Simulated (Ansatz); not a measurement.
# Ba on Zr(0001): change of the work function, part 2 of 3

Aim: the work function of Zr(0001) at several coverages of Ba (fcc site), and the dipole that each adsorbate carries.

Ansatz 0.2.0; plane-wave DFT, PBE, Ansatz PAW.

So far, work function, upper face (eV): step 2 (the clean slab) 4.17.

### 3. Adsorbate added, k-mesh 4×4×1, coverage 0.111 ML

System of this step: Ba/Zr(0001). The cell holds 37 atoms: 36 Zr and 1 Ba. Cell: a = 9.690 Å, b = 9.690 Å, c = 29.243 Å, α = 90.0°, β = 90.0°, γ = 60.0°. Vacuum lies along c.

The clean slab as it ended is repeated in the plane and the adsorbate is set on one face; the cell's size fixes the coverage, and the k-mesh shrinks with it to keep the sampling density about even. Adsorbate and upper layers relax, since the dipole depends on the height.

The input, input.yaml:

```yaml
crystal:
  lattice:
    - [9.69, 0.0, 0.0]
    - [4.845, 8.3917861626, 0.0]
    - [0.0, 0.0, 29.2425147251]
  atoms:
    - { symbol: Zr, position: [0.2222222222, 0.2222222222, 0.3077710684] }
    - { symbol: Zr, position: [0.0, 0.0, 0.3957489672] }
    - { symbol: Zr, position: [0.2222222222, 0.2222222222, 0.4871318054] }
    - { symbol: Zr, position: [0.0, 0.0, 0.5705601732] }
    - { symbol: Zr, position: [0.2222222222, 0.5555555556, 0.3077710684] }
    - { symbol: Zr, position: [0.0, 0.3333333333, 0.3957489672] }
    - { symbol: Zr, position: [0.2222222222, 0.5555555556, 0.4871318054] }
    - { symbol: Zr, position: [0.0, 0.3333333333, 0.5705601732] }
    - { symbol: Zr, position: [0.2222222222, 0.8888888889, 0.3077710684] }
    - { symbol: Zr, position: [0.0, 0.6666666667, 0.3957489672] }
    - { symbol: Zr, position: [0.2222222222, 0.8888888889, 0.4871318054] }
    - { symbol: Zr, position: [0.0, 0.6666666667, 0.5705601732] }
    - { symbol: Zr, position: [0.5555555556, 0.2222222222, 0.3077710684] }
    - { symbol: Zr, position: [0.3333333333, 0.0, 0.3957489672] }
    - { symbol: Zr, position: [0.5555555556, 0.2222222222, 0.4871318054] }
    - { symbol: Zr, position: [0.3333333333, 0.0, 0.5705601732] }
    - { symbol: Zr, position: [0.5555555556, 0.5555555556, 0.3077710684] }
    - { symbol: Zr, position: [0.3333333333, 0.3333333333, 0.3957489672] }
    - { symbol: Zr, position: [0.5555555556, 0.5555555556, 0.4871318054] }
    - { symbol: Zr, position: [0.3333333333, 0.3333333333, 0.5705601732] }
    - { symbol: Zr, position: [0.5555555556, 0.8888888889, 0.3077710684] }
    - { symbol: Zr, position: [0.3333333333, 0.6666666667, 0.3957489672] }
    - { symbol: Zr, position: [0.5555555556, 0.8888888889, 0.4871318054] }
    - { symbol: Zr, position: [0.3333333333, 0.6666666667, 0.5705601732] }
    - { symbol: Zr, position: [0.8888888889, 0.2222222222, 0.3077710684] }
    - { symbol: Zr, position: [0.6666666667, 0.0, 0.3957489672] }
    - { symbol: Zr, position: [0.8888888889, 0.2222222222, 0.4871318054] }
    - { symbol: Zr, position: [0.6666666667, 0.0, 0.5705601732] }
    - { symbol: Zr, position: [0.8888888889, 0.5555555556, 0.3077710684] }
    - { symbol: Zr, position: [0.6666666667, 0.3333333333, 0.3957489672] }
    - { symbol: Zr, position: [0.8888888889, 0.5555555556, 0.4871318054] }
    - { symbol: Zr, position: [0.6666666667, 0.3333333333, 0.5705601732] }
    - { symbol: Zr, position: [0.8888888889, 0.8888888889, 0.3077710684] }
    - { symbol: Zr, position: [0.6666666667, 0.6666666667, 0.3957489672] }
    - { symbol: Zr, position: [0.8888888889, 0.8888888889, 0.4871318054] }
    - { symbol: Zr, position: [0.6666666667, 0.6666666667, 0.5705601732] }
    - { symbol: Ba, position: [0.1111111111, 0.1111111111, 0.6922289316] }
kpoints:
  mp_grid: { grid: [4, 4, 1] }
hamiltonian:
  xc: pbe
scf:
  occupations: { method: fermi_dirac, width: 0.1 }
  convergence: { dr2_threshold: 1.0e-08 }
efield:
  axis: 3
  dipole_correction: true
  ramp_position: 0.97
  ramp_width: 0.06
relax:
  f_tol: 0.02
  max_steps: 60
  constraints:
    - { sites: [0, 1, 4, 5, 8, 9, 12, 13, 16, 17, 20, 21, 24, 25, 28, 29, 32, 33] }
output:
  write_potential: true
  write_density: true
  volumetric_format: npy
```

Command:

```bash
$ ansatz run input.yaml --threads 4 --pin off --max-ram 16384MiB --backend cpu --events-out ev --progress --plain --runs-dir out
```

The log of the run:

```text
[...]
Crystal: 37 atoms, lattice volume = 2377.896 Å³
Basis set: ecut = 420 eV, 46429 PW (Γ), exchange–correlation on 144×144×400 points (8 copies of the dense FFT grid, shifted against one another)
Bands: 266, of which v1, the nominal top of the filled ones, is band 221 counted from 1 (220 counted from 0)
Symmetry: 6 space group operations
[...]
k-points: 4 of 16 (time reversal used)
[...]
SCF iter   1: F=—  HF=-156552.797283 eV  |F-HF|=—  |Δ(HF+E_count)|=         —  Δρ=4.55e-3  dr2=9.90e0  ethr=1.77e-3  p=1.023 e·Å  D=7.78e-2 V/Å  ΔV_dip=-2.28 eV  dr2_dipole=6.09e0  V_vac-E_F(+/−)=1.87/4.15 eV  ⟨swp⟩=12.8  Hψ=5542  notcnv=0
[...]
SCF iter  10: F=-156552.519135 eV  HF=-156552.519135 eV  |F-HF|=5.59e-9  |Δ(HF+E_count)|=   8.35e-8  Δρ=3.64e-7  dr2=6.00e-9  ethr=2.26e-12  p=0.903 e·Å  D=6.87e-2 V/Å  ΔV_dip=-2.01 eV  dr2_dipole=2.73e-10  V_vac-E_F(+/−)=2.18/4.19 eV  ⟨swp⟩=17.5  Hψ=10585  notcnv=0
SCF 1 converged in 10 iterations: F = -156552.519135 eV  dr2 = 6.00e-9
[...]
relax step   1: F+E_penalty+E_count = -156552.51913458 eV  Δ(F+E_penalty+E_count) = +0.000e0 eV  max|allowed force component| = 1.116e0 eV/Å  Δτ_max = 0.0000 Å  (10 SCF iters, accepted)
[...]
SCF iter   1: F=—  HF=-156552.835915 eV  |F-HF|=—  |Δ(HF+E_count)|=         —  Δρ=2.37e-3  dr2=1.12e0  ethr=1.85e-4  p=0.903 e·Å  D=6.87e-2 V/Å  ΔV_dip=-2.01 eV  dr2_dipole=1.93e-1  V_vac-E_F(+/−)=2.18/4.19 eV  ⟨swp⟩=1.2  Hψ=3494  notcnv=0
[...]
eigensolver tolerance schedule calibrated: the retry pair's looser diagonalisation under-reported the residual by θ = 0.27 (0.22/decade); ethr = c·dr2/N_el runs at the constant in force after the calibration composes with the one it found (an armed cap, an earlier calibration), c = 2.1e-2
[...]
SCF iter   2: F=—  HF=-156552.771226 eV  |F-HF|=—  |Δ(HF+E_count)|=   6.47e-2  Δρ=1.14e-3  dr2=1.73e-1  ethr=5.24e-5  p=0.859 e·Å  D=6.54e-2 V/Å  ΔV_dip=-1.91 eV  dr2_dipole=2.63e-4  V_vac-E_F(+/−)=2.28/4.19 eV  ⟨swp⟩=3.2  Hψ=2048  notcnv=0
[...]
SCF iter  10: F=-156552.756943 eV  HF=-156552.756943 eV  |F-HF|=2.33e-10  |Δ(HF+E_count)|=   6.52e-9  Δρ=1.13e-7  dr2=7.61e-10  ethr=1.00e-12  p=0.867 e·Å  D=6.60e-2 V/Å  ΔV_dip=-1.93 eV  dr2_dipole=9.88e-12  V_vac-E_F(+/−)=2.26/4.19 eV  ⟨swp⟩=10.5  Hψ=6758  notcnv=0
SCF 2 converged in 10 iterations: F = -156552.756943 eV  dr2 = 7.61e-10
relax step   2: F+E_penalty+E_count = -156552.75694324 eV  Δ(F+E_penalty+E_count) = -2.378e-1 eV  max|allowed force component| = 8.978e-1 eV/Å  Δτ_max = 0.1960 Å  (10 SCF iters, accepted)
SCF iter   1: F=—  HF=-156552.938950 eV  |F-HF|=—  |Δ(HF+E_count)|=         —  Δρ=1.70e-3  dr2=1.35e0  ethr=1.22e-3  p=0.867 e·Å  D=6.60e-2 V/Å  ΔV_dip=-1.93 eV  dr2_dipole=4.76e-1  V_vac-E_F(+/−)=2.27/4.20 eV  ⟨swp⟩=4.8  Hψ=2263  notcnv=0
[...]
SCF iter   9: F=-156552.897485 eV  HF=-156552.897485 eV  |F-HF|=2.50e-9  |Δ(HF+E_count)|=   3.15e-8  Δρ=3.24e-7  dr2=8.28e-9  ethr=2.26e-12  p=0.803 e·Å  D=6.11e-2 V/Å  ΔV_dip=-1.79 eV  dr2_dipole=7.62e-10  V_vac-E_F(+/−)=2.40/4.19 eV  ⟨swp⟩=12.8  Hψ=8538  notcnv=0
SCF 3 converged in 9 iterations: F = -156552.897485 eV  dr2 = 8.28e-9
relax step   3: F+E_penalty+E_count = -156552.89748512 eV  Δ(F+E_penalty+E_count) = -1.405e-1 eV  max|allowed force component| = 3.540e-1 eV/Å  Δτ_max = 0.1950 Å  (9 SCF iters, accepted)
[...]
relax step   4: F+E_penalty+E_count = -156552.93869437 eV  Δ(F+E_penalty+E_count) = -4.121e-2 eV  max|allowed force component| = 7.728e-2 eV/Å  Δτ_max = 0.1946 Å  (9 SCF iters, accepted)
[...]
relax step   5: F+E_penalty+E_count = -156552.94156678 eV  Δ(F+E_penalty+E_count) = -2.872e-3 eV  max|allowed force component| = 2.655e-2 eV/Å  Δτ_max = 0.0167 Å  (8 SCF iters, accepted)
[...]
relax step   6: F+E_penalty+E_count = -156552.94129178 eV  Δ(F+E_penalty+E_count) = +2.750e-4 eV  max|allowed force component| = 2.192e-2 eV/Å  Δτ_max = 0.0190 Å  (8 SCF iters, rejected (line search))
SCF iter   1: F=—  HF=-156552.946886 eV  |F-HF|=—  |Δ(HF+E_count)|=         —  Δρ=4.93e-4  dr2=1.14e-1  ethr=1.99e-4  p=0.760 e·Å  D=5.79e-2 V/Å  ΔV_dip=-1.69 eV  dr2_dipole=1.86e-2  V_vac-E_F(+/−)=2.50/4.19 eV  ⟨swp⟩=2.0  Hψ=1477  notcnv=0
[...]
SCF iter   8: F=-156552.942233 eV  HF=-156552.942233 eV  |F-HF|=1.78e-9  |Δ(HF+E_count)|=   1.25e-8  Δρ=1.86e-7  dr2=1.84e-9  ethr=2.26e-12  p=0.760 e·Å  D=5.78e-2 V/Å  ΔV_dip=-1.69 eV  dr2_dipole=2.64e-14  V_vac-E_F(+/−)=2.50/4.19 eV  ⟨swp⟩=10.5  Hψ=7821  notcnv=0
SCF 7 converged in 8 iterations: F = -156552.942233 eV  dr2 = 1.84e-9
[...]
relax step   7: F+E_penalty+E_count = -156552.94223300 eV  Δ(F+E_penalty+E_count) = -6.662e-4 eV  max|allowed force component| = 2.824e-3 eV/Å  Δτ_max = 0.0094 Å  (8 SCF iters, accepted)
NSCF: frozen V_eff on 4 k-points
[...]
WARN: The output density's exchange-correlation potential varies sharply where the density is thin. Do not read a vacuum level from v_tot or v_xc, or from such a field of the output density. On a cell that repeats whose density bears no net charge and no dipole along the vacuum's axis use v_es (v_loc + v_h of the components); under efield.dipole_correction with no amplitude use v_es + v_field, which holds any externa [...]
SCF converged after 8 iterations
Free energy (F): -156552.942233 eV
[...]
Internal energy: -156550.973074 eV  (E = F + TS)
E sigma→0 (E₀):  -156551.957653 eV
Entropy (-TS):   -1.969159 eV (-53.221 meV/atom)
Fermi energy:    3.084328 eV
Dipole field:    D = 0.057818 V/Å  (p = 0.759795 e·Å, saw-weighted, corrected)
Work function:   Φ+ = 2.4997 eV   Φ− = 4.1905 eV
[...]
--- Forces (eV/Å), atoms counted from 1 ---
  atom   1  Zr    -0.01631388    -0.00941882     0.41871738
  atom   2  Zr    -0.01714531    -0.00989885    -0.53751980
  atom   3  Zr    -0.00074704    -0.00043130     0.00030227
  atom   4  Zr     0.00136400     0.00078751    -0.00133334
  atom   5  Zr    -0.00936840     0.00540885     0.46055372
  atom   6  Zr     0.00000000     0.01979770    -0.53751980
  atom   7  Zr    -0.00085506     0.00049367     0.00005053
  atom   8  Zr    -0.00000000    -0.00157501    -0.00133334
  atom   9  Zr    -0.00000000     0.01883764     0.41871738
  atom  10  Zr     0.04503136    -0.02599886    -0.36266800
  atom  11  Zr    -0.00000000     0.00086260     0.00030227
  atom  12  Zr    -0.00066564     0.00038431     0.00207041
  atom  13  Zr     0.00000000    -0.01081770     0.46055372
  atom  14  Zr     0.01714531    -0.00989885    -0.53751980
  atom  15  Zr    -0.00000000    -0.00098734     0.00005053
  atom  16  Zr    -0.00136400     0.00078751    -0.00133334
  atom  17  Zr     0.00936840     0.00540885     0.46055372
  atom  18  Zr     0.04985060     0.02878125    -0.41924557
  atom  19  Zr     0.00085506     0.00049367     0.00005053
  atom  20  Zr    -0.00060609    -0.00034993    -0.00028198
  atom  21  Zr    -0.00706807     0.00408075     0.43973275
  atom  22  Zr     0.00000000    -0.05756251    -0.41924557
  atom  23  Zr    -0.00048592     0.00028055    -0.00131471
  atom  24  Zr    -0.00000000     0.00069986    -0.00028198
  atom  25  Zr     0.01631388    -0.00941882     0.41871738
  atom  26  Zr    -0.00000000     0.05199773    -0.36266800
  atom  27  Zr     0.00074704    -0.00043130     0.00030227
  atom  28  Zr     0.00000000    -0.00076862     0.00207041
  atom  29  Zr    -0.00000000    -0.00816150     0.43973275
  atom  30  Zr    -0.04985060     0.02878125    -0.41924557
  atom  31  Zr    -0.00000000    -0.00056109    -0.00131471
  atom  32  Zr     0.00060609    -0.00034993    -0.00028198
  atom  33  Zr     0.00706807     0.00408075     0.43973275
  atom  34  Zr    -0.04503136    -0.02599886    -0.36266800
  atom  35  Zr     0.00048592     0.00028055    -0.00131471
  atom  36  Zr     0.00066564     0.00038431     0.00207041
  atom  37  Ba     0.00000000    -0.00000000     0.00282364
  max |Σ_I F_I| component: 1.46e-5 eV/Å
--- Band table (eV) ---
  k-point 0: bands = [... 217 lower, 3.1389, 3.1724, 3.1724, 3.1907, 3.2119, 3.2119, 3.2136, 3.2136, ... 41 higher]
  k-point 1: bands = [... 217 lower, 2.9822, 2.9890, 3.0118, 3.0401, 3.0718, 3.1143, 3.2238, 3.2316, ... 41 higher]
  k-point 2: bands = [... 217 lower, 2.9683, 2.9686, 3.0631, 3.0925, 3.1217, 3.1232, 3.1317, 3.1600, ... 41 higher]
  k-point 3: bands = [... 217 lower, 2.9275, 3.0136, 3.0175, 3.0386, 3.0657, 3.0752, 3.1104, 3.1350, ... 41 higher]
--- Relaxed structure (7 steps of the walk, 6 accepted, 0 SCFs on fresh bases) ---
  F+E_penalty+E_count = -156552.94223300 eV   max|allowed force component| = 2.824e-3 eV/Å
  atoms:
    - { symbol: Zr, position: [0.222222, 0.222222, 0.3077710684] }
    - { symbol: Zr, position: [1.111110e-11, 1.111110e-11, 0.3957489672] }
    - { symbol: Zr, position: [0.223697, 0.223697, 0.484769] }
    - { symbol: Zr, position: [0.00118893, 0.00118893, 0.567380] }
    - { symbol: Zr, position: [0.222222, 0.555556, 0.3077710684] }
    - { symbol: Zr, position: [1.111111e-11, 0.333333, 0.3957489672] }
    - { symbol: Zr, position: [0.220685, 0.556324, 0.489183] }
    - { symbol: Zr, position: [0.00118893, 0.330955, 0.567380] }
    - { symbol: Zr, position: [0.222222, 0.888889, 0.3077710684] }
    - { symbol: Zr, position: [-2.222228e-11, 0.666667, 0.3957489672] }
    - { symbol: Zr, position: [0.223697, 0.885940, 0.484769] }
    - { symbol: Zr, position: [-0.00183474, 0.667584, 0.573467] }
    - { symbol: Zr, position: [0.555556, 0.222222, 0.3077710684] }
    - { symbol: Zr, position: [0.333333, 1.111110e-11, 0.3957489672] }
    - { symbol: Zr, position: [0.556324, 0.220685, 0.489183] }
    - { symbol: Zr, position: [0.330955, 0.00118893, 0.567380] }
    - { symbol: Zr, position: [0.555556, 0.555556, 0.3077710684] }
    - { symbol: Zr, position: [0.333333, 0.333333, 0.3957489672] }
    - { symbol: Zr, position: [0.556324, 0.556324, 0.489183] }
    - { symbol: Zr, position: [0.329594, 0.329594, 0.572890] }
    - { symbol: Zr, position: [0.555556, 0.888889, 0.3077710684] }
    - { symbol: Zr, position: [0.333333, 0.666667, 0.3957489672] }
    - { symbol: Zr, position: [0.560502, 0.886416, 0.486599] }
    - { symbol: Zr, position: [0.329594, 0.674145, 0.572890] }
    - { symbol: Zr, position: [0.888889, 0.222222, 0.3077710684] }
    - { symbol: Zr, position: [0.666667, -2.222223e-11, 0.3957489672] }
    - { symbol: Zr, position: [0.885940, 0.223697, 0.484769] }
    - { symbol: Zr, position: [0.667584, -0.00183474, 0.573467] }
    - { symbol: Zr, position: [0.888889, 0.555556, 0.3077710684] }
    - { symbol: Zr, position: [0.666667, 0.333333, 0.3957489672] }
    - { symbol: Zr, position: [0.886416, 0.560502, 0.486599] }
    - { symbol: Zr, position: [0.674145, 0.329594, 0.572890] }
    - { symbol: Zr, position: [0.888889, 0.888889, 0.3077710684] }
    - { symbol: Zr, position: [0.666667, 0.666667, 0.3957489672] }
    - { symbol: Zr, position: [0.886416, 0.886416, 0.486599] }
    - { symbol: Zr, position: [0.667584, 0.667584, 0.573467] }
    - { symbol: Ba, position: [0.111111, 0.111111, 0.672760] }
```

Wall time 17 min (4 threads of Arm Neoverse V1, shared host); peak memory 10 GiB.

The steps of the relaxation:

```csv
step,energy less that of the first step (eV),largest force component (eV/Å)
1,0.0000,1.1156
2,-0.2378,0.8978
3,-0.3783,0.3540
4,-0.4196,0.0773
5,-0.4224,0.0266
6,-0.4222,0.0219
7,-0.4231,0.0028
```

Relaxation step 6 was tried and not accepted.

The run keeps the 6 symmetry operations that the program found, so distortions that break them were not tested.

The atoms that moved most (Å):

```csv
atom,dx,dy,dz,length
Ba37,0.000,0.000,-0.569,0.569
Zr8,0.000,-0.020,-0.093,0.095
Zr16,-0.017,0.010,-0.093,0.095
Zr4,0.017,0.010,-0.093,0.095
Zr20,-0.054,-0.031,0.068,0.093
Zr24,0.000,0.063,0.068,0.093
Zr32,0.054,-0.031,0.068,0.093
Zr12,-0.013,0.008,0.085,0.086
```

The relaxed structure:

```xyz
37
Lattice="9.6900 0.0000 0.0000 4.8450 8.3918 0.0000 0.0000 0.0000 29.2425" Properties=species:S:1:pos:R:3
Zr    3.2300    1.8648    9.0000
Zr    0.0000    0.0000   11.5727
Zr    3.2514    1.8772   14.1759
Zr    0.0173    0.0100   16.5916
Zr    4.8450    4.6621    9.0000
Zr    1.6150    2.7973   11.5727
Zr    4.8338    4.6686   14.3049
Zr    1.6150    2.7773   16.5916
Zr    6.4600    7.4594    9.0000
Zr    3.2300    5.5945   11.5727
Zr    6.4600    7.4346   14.1759
Zr    3.2167    5.6022   16.7696
Zr    6.4600    1.8648    9.0000
Zr    3.2300    0.0000   11.5727
Zr    6.4600    1.8519   14.3049
Zr    3.2127    0.0100   16.5916
Zr    8.0750    4.6621    9.0000
Zr    4.8450    2.7973   11.5727
Zr    8.0862    4.6686   14.3049
Zr    4.7906    2.7659   16.7527
Zr    9.6900    7.4594    9.0000
Zr    6.4600    5.5945   11.5727
Zr    9.7259    7.4386   14.2294
Zr    6.4600    5.6573   16.7527
Zr    9.6900    1.8648    9.0000
Zr    6.4600    0.0000   11.5727
Zr    9.6686    1.8772   14.1759
Zr    6.4600   -0.0154   16.7696
Zr   11.3050    4.6621    9.0000
Zr    8.0750    2.7973   11.5727
Zr   11.3050    4.7036   14.2294
Zr    8.1294    2.7659   16.7527
Zr   12.9200    7.4594    9.0000
Zr    9.6900    5.5945   11.5727
Zr   12.8841    7.4386   14.2294
Zr    9.7033    5.6022   16.7696
Ba    1.6150    0.9324   19.6732
```

This step gave:

| Property | Result |
| --- | --- |
| energy at zero smearing | -156551.9577 eV |
| work function, upper face | 2.500 eV |
| work function, lower face | 4.190 eV |
| dipole along the normal | 0.7598 e·Å |
| step between the vacuum levels | -1.691 eV |

Running mean over 2.573 Å of the planar mean; the ramp of the sawtooth is left out. The electron's electrostatic potential energy less the Fermi level by z:

z (Å), electron's electrostatic potential energy less the Fermi level (eV) and a bar from the least value:
```
      3.5       4.19 ##############################
      4.0       4.19 ##############################
      4.5       4.18 ##############################
      5.0       4.16 ##############################
      5.5       4.10 ##############################
      6.0       3.93 #############################
      6.5       3.44 ############################
      7.0       2.14 #########################
      7.5      -1.00 ##################
      8.0      -5.12 #########
      8.5      -7.74 ###
      9.0      -8.44 ##
      9.5      -8.42 ##
     10.0      -8.32 ##
     10.5      -8.28 ##
     11.0      -8.29 ##
     11.5      -8.28 ##
     12.0      -8.17 ##
     12.5      -7.83 ###
     13.0      -7.66 ###
     13.5      -7.95 ###
     14.0      -8.26 ##
     14.5      -8.48 #
     15.0      -8.88 #
     15.5      -9.12 
     16.0      -8.86 #
     16.5      -8.55 #
     17.0      -8.12 ##
     17.5      -6.50 ######
     18.0      -3.16 #############
     18.5       0.01 #####################
     19.0       1.34 ########################
     19.5       1.56 ########################
     20.0       1.53 ########################
     20.5       1.62 ########################
     21.0       1.88 #########################
     21.5       2.19 #########################
     22.0       2.38 ##########################
     22.5       2.45 ##########################
     23.0       2.48 ##########################
     23.5       2.49 ##########################
     24.0       2.50 ##########################
     24.5       2.50 ##########################
     25.0       2.50 ##########################
     25.5       2.50 ##########################
     26.0       2.50 ##########################
```

The relaxation took 7 steps and lowered the energy by 0.42 eV; the largest force on the free atoms ends at 0.0028 eV/Å.

The covered face has 2.50 eV, -1.67 eV against the clean one; the bare back face has moved by +0.01 eV, a measure of how thin the slab is.

(Part 2 of 3 ends here.)

[Long decimals in the printed logs are rounded to 6 places.]

[Logs are printed without paths, hosts, clocks, repeated set-up lines and the standing remarks that a program may print on its own settings, such as how far it seeks lower states.]

[Hosts, paths, dates, database ids (printed as entryN), source tags and the programs' standing remarks are cut or masked in the printed files.]

[Maps of the electrostatic potential energy from Ansatz leave out the sawtooth potential of an applied field or a dipole correction, so their vacuum need not be flat; planar profiles and work functions include it.]
